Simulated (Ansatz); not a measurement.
## (PbS)1(CaSe)2 [001] superlattice, started as rocksalt type: relaxing the cell for a phonon run

Task: relax (PbS)1(CaSe)2 [001] superlattice, started as rocksalt type tightly.

Method: DFT PBEsol, scalar-relativistic, plane waves, PAW, in Ansatz 0.2.0.

Most raw output is cut from this account.

The structure was built from a prototype and need not be the compound's stable phase.

**1. The structure**

It takes space group I4/mmm (No. 139, tetragonal). Conventional cell: a = 4.191 Å, b = 4.191 Å, c = 17.780 Å, α = 90.00°, β = 90.00°, γ = 90.00°. Nearest to Ca lie 5 Se at 2.96 Å and 1 S at 2.96 Å. Nearest to Pb lie 4 S at 2.96 Å and 2 Se at 2.96 Å. S has 4 Pb at 2.96 Å and 2 Ca at 2.96 Å nearest. Nearest to Se lie 5 Ca at 2.96 Å and 1 Pb at 2.96 Å. Farther neighbours and most contacts between anions are not listed.

As a file:

```cif
data_structure
_symmetry_space_group_name_H-M 'I4/mmm'
_symmetry_Int_Tables_number 139
_cell_length_a 4.1908
_cell_length_b 4.1908
_cell_length_c 17.7800
_cell_angle_alpha 90.000
_cell_angle_beta 90.000
_cell_angle_gamma 90.000
_cell_volume 312.26
loop_
_atom_site_label
_atom_site_type_symbol
_atom_site_symmetry_multiplicity
_atom_site_Wyckoff_symbol
_atom_site_fract_x
_atom_site_fract_y
_atom_site_fract_z
_atom_site_occupancy
Ca1 Ca 4 e 0.50000 0.50000 0.16667 1
Pb1 Pb 2 a 0.00000 0.00000 0.00000 1
S1 S 2 b 0.50000 0.50000 0.00000 1
Se1 Se 4 e 0.00000 0.00000 0.16667 1
```

**2. A coarse first look**

A quick single point on a coarse mesh tells whether the cell has a gap and how far it is from rest, which sets the k mesh and smearing that follow.

Input file input.yaml:

```yaml
crystal:
  lattice:
    - [2.96333, 2.96333, 0.0]
    - [-2.96333, 2.96333, 0.0]
    - [2.96333, 0.0, 8.89]
  atoms:
    - { symbol: Ca, position: [0.333333, 0.666667, 0.333333] }
    - { symbol: Ca, position: [0.666667, 0.333333, 0.666667] }
    - { symbol: Pb, position: [0.0, 0.0, 0.0] }
    - { symbol: S, position: [0.5, 0.5, 0.0] }
    - { symbol: Se, position: [0.833333, 0.166667, 0.333333] }
    - { symbol: Se, position: [0.166667, 0.833333, 0.666667] }
kpoints:
  mp_grid: { grid: [4, 4, 4] }
hamiltonian:
  xc: pbesol
scf:
  occupations: { method: gaussian, width: 0.1 }
output:
  forces: true
  stress: true
  eigenvalues: true
```

Launch:

```sh
> ansatz run input.yaml --threads 4 --pin off --max-ram 14336MiB --backend cpu --events-out ev --progress --plain --runs-dir out
```

Wall time 2 s (4 threads of Arm Neoverse V2, shared host); peak memory 0.53 GiB; 5.8 s of CPU time.

A gap read on the k-mesh alone can miss the band edges.

Numbers from this step:

- pressure: -0.8228 GPa
- gap on the k-mesh: 1.247 eV
- volume per atom: 26.02 Å³
- direct gap on mesh: 1.247 eV

The coarse mesh shows a gap of 1.25 eV and a pressure of -0.8 GPa.

**3. Relaxation**

Harmonic phonons are second derivatives at a point where the forces vanish, and they are wanted at zero stress, so atoms and cell are relaxed first.

input.yaml, the sections that differ from step 2:

```yaml
kpoints:
  mp_grid: { grid: [6, 6, 6] }
scf:
  occupations: { method: gaussian, width: 0.02 }
relax:
  adjacent_minimum: "off"
  f_tol: 0.005
  max_steps: 80
  cell: { stress_tol: 0.05 }
# crystal, hamiltonian, output: as in step 2
```

Wall time 16 s (4 threads); peak memory 0.62 GiB; 63 s of CPU time.

Step by step:

```
step  energy less that of the first step (eV)  largest force component (eV/Å)  pressure (GPa)  volume (Å³)
   1                                   0.0000                          0.3786           -0.91       156.13
   2                                   0.0230                          0.5989            0.29       151.72
   3                                  -0.0578                          0.0310           -0.01       152.98
   4                                  -0.0583                          0.0046            0.02       152.90
  5*                                  -0.0581                          0.0046            0.02       152.90
```

Relaxation steps marked * repeat the geometry before them on a plane-wave basis chosen anew for their cell, so energy and pressure can jump there. Relaxation step 2 was tried and not accepted.

Forces are held to the 16 operations that the run works with; a distortion that breaks them can't arise in this run.

```
conventional cell, symmetrised  before   after  change
                         a (Å)   4.191   4.158  -0.8 %
                         b (Å)   4.191   4.158  -0.8 %
                         c (Å)  17.780  17.689  -0.5 %
              volume (Å³/atom)   26.02   25.48  -2.1 %
```

The atoms that moved most (Å, as changes of fractional coordinates times the final cell):

```
atom     dx     dy      dz  length
 Ca1  0.000  0.000  -0.076   0.076
 Ca2  0.000  0.000   0.076   0.076
 Se5  0.000  0.000   0.062   0.062
 Se6  0.000  0.000  -0.062   0.062
```

Final coordinates:

```xyz
6
Lattice="2.9401 2.9401 0.0000 -2.9401 2.9401 0.0000 2.9401 0.0000 8.8445" Properties=species:S:1:pos:R:3 pbc="T T T"
Ca    0.0000    2.9401    2.8721
Ca    2.9401    2.9401    5.9724
Pb    0.0000    0.0000    0.0000
S     0.0000    2.9401    0.0000
Se    2.9401    2.9401    3.0099
Se    0.0000    2.9401    5.8346
```

Numbers from this step:

| Quantity | Value |
| --- | --- |
| pressure | 0.01812 GPa |
| gap on the k-mesh | 1.225 eV |
| volume per atom | 25.48 Å³ |
| direct gap on mesh | 1.225 eV |

In this step the volume went from 26.02 to 25.48 Å³/atom.

**4. Relaxing to small forces for the phonons**

Phonons need a cell at rest on their own settings, so the relaxation is repeated with tight tolerances on forces and stress on the k mesh and occupations of the first response run.

Input file input.yaml:

```yaml
crystal:
  lattice:
    - [2.940062322, 2.940062322, 0.0]
    - [-2.940062322, 2.940062322, 0.0]
    - [2.940062322, 0.0, 8.844489755]
  atoms:
    - { symbol: Ca, position: [0.3376339533, 0.6623660467, 0.3247320933] }
    - { symbol: Ca, position: [0.6623660467, 0.3376339533, 0.6752679067] }
    - { symbol: Pb, position: [0.0, 0.0, 0.0] }
    - { symbol: S, position: [0.5, 0.5, 0.0] }
    - { symbol: Se, position: [0.8298443074, 0.1701556926, 0.3403113853] }
    - { symbol: Se, position: [0.1701556926, 0.8298443074, 0.6596886147] }
kpoints:
  mp_grid: { grid: [8, 8, 8] }
hamiltonian:
  xc: pbesol
scf:
  occupations: { method: fixed }
output:
  forces: true
  stress: true
  eigenvalues: true
relax:
  adjacent_minimum: "off"
  f_tol: 0.001
  max_steps: 60
  cell: { stress_tol: 0.01 }
```

Elapsed: 30 s, on 4 threads; peak memory 0.71 GiB; 1.9 min of CPU time.

Little changed from the start: no atom moved by 0.005 Å and no cell edge by 0.1 %.

This step gave:

```yaml
pressure: -8.67e-4 GPa
gap_on_the_k_mesh: 1.226 eV
volume_per_atom: 25.49 Å³
direct_gap_on_mesh: 1.226 eV
```

The largest force component left is 0.027 meV/Å and the pressure is -0.001 GPa, within the tolerances set. The cell now holds 25.49 Å³/atom.

**5. What came out**

- space group after relaxation (within 0.01 Å): I4/mmm
- lattice constant a: 4.159 Å
- lattice constant b: 4.159 Å
- lattice constant c: 17.684 Å
- volume per atom: 25.5 Å³
- gap on the k-mesh: 1.23 eV

What this shows: The largest force component left is 0.027 meV/Å and the pressure is -0.001 GPa, within the tolerances set. The cell now holds 25.49 Å³/atom. The relaxation keeps the symmetry of its start, so it says nothing on stability against lower symmetry. Spin-orbit coupling is left out, which can matter for the heavy elements here. The starting cell was built on a prototype and not taken from a measurement, so the phase need not exist.

[Logs are printed without paths, hosts, clocks, repeated set-up lines and the standing remarks that a program may print on its own settings, such as how far it seeks lower states.]

[Hosts, paths, dates, database ids (printed as entryN), source tags and the programs' standing remarks are cut or masked in the printed files.]
